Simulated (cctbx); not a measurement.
# What resolution and counting buy: ScPtW

Space group P-62m (no. 189), a = 7.0460 Å, b = 7.0460 Å, c = 3.6960 Å, α = 90.00°, β = 90.00°, γ = 120.00°.

```
atom  mult.       x    y    z  Ueq (Å²)
 Pt1      1       0    0    0    0.0024
 Pt2      2     2/3  1/3  1/2    0.0021
  W1      3  0.7357    0  1/2    0.0020
 Sc1      3  0.4083    0    0    0.0044
```

The model is made up (kin elements in a known structure type, no relaxation), so it says nothing on whether the phase exists.

Five simulated data sets (cctbx; Ag Kα, λ = 0.56087 Å; 3 % proportional error) differ in resolution or exposure (noise floor 4 counts in the first three, 8 in the last two). Each is refined with the right model, isotropic at 1.1 Å and anisotropic otherwise. How do the figures of merit and the uncertainties move?

```
d min (Å)  top counts  ⟨I/σ⟩ (unmerged, absences included)  unique  param. (scale apart)   Rint      R1  GooF  largest s.u. xyz (fractional)  s.u. U of Sc1 (Å²)  largest error (Å)
      1.1       40000                                 26.3      60                     6  0.024  0.0078  0.92                        0.00054              0.0008             0.0009
     0.84       40000                                 25.0     131                    12  0.023  0.0088  1.02                        0.00031              0.0007             0.0015
      0.6       40000                                 25.6     317                    12  0.024  0.0067  0.91                        0.00013              0.0002             0.0005
     0.75         300                                  2.2     171                    12  0.274  0.0682  0.92                        0.00428              0.0106             0.0289
     0.75        3000                                 10.0     171                    12  0.055  0.0196  0.92                        0.00081              0.0017             0.0050
```

The number of reflections grows roughly as 1/d³: 60, 131 and 317 here. R1 follows the noise rather than the truth: at 300 counts it is 0.0682, at 3000 counts 0.0196, while GooF is 0.92 and 0.92: the weights 1/σ² carry the noise. The s.u. of U (U11 where anisotropic) for Sc1 goes 0.0008, 0.0007, 0.0002 Å² with resolution and 0.0106, 0.0017 Å² with exposure.

Hardware for the 0.6 Å refinement: 0.57 s on 1 thread of Arm Neoverse N1, with other jobs on the host, peak memory 0.09 GiB.

[Logs are printed without paths, hosts, clocks, repeated set-up lines and the standing remarks that a program may print on its own settings, such as how far it seeks lower states.]
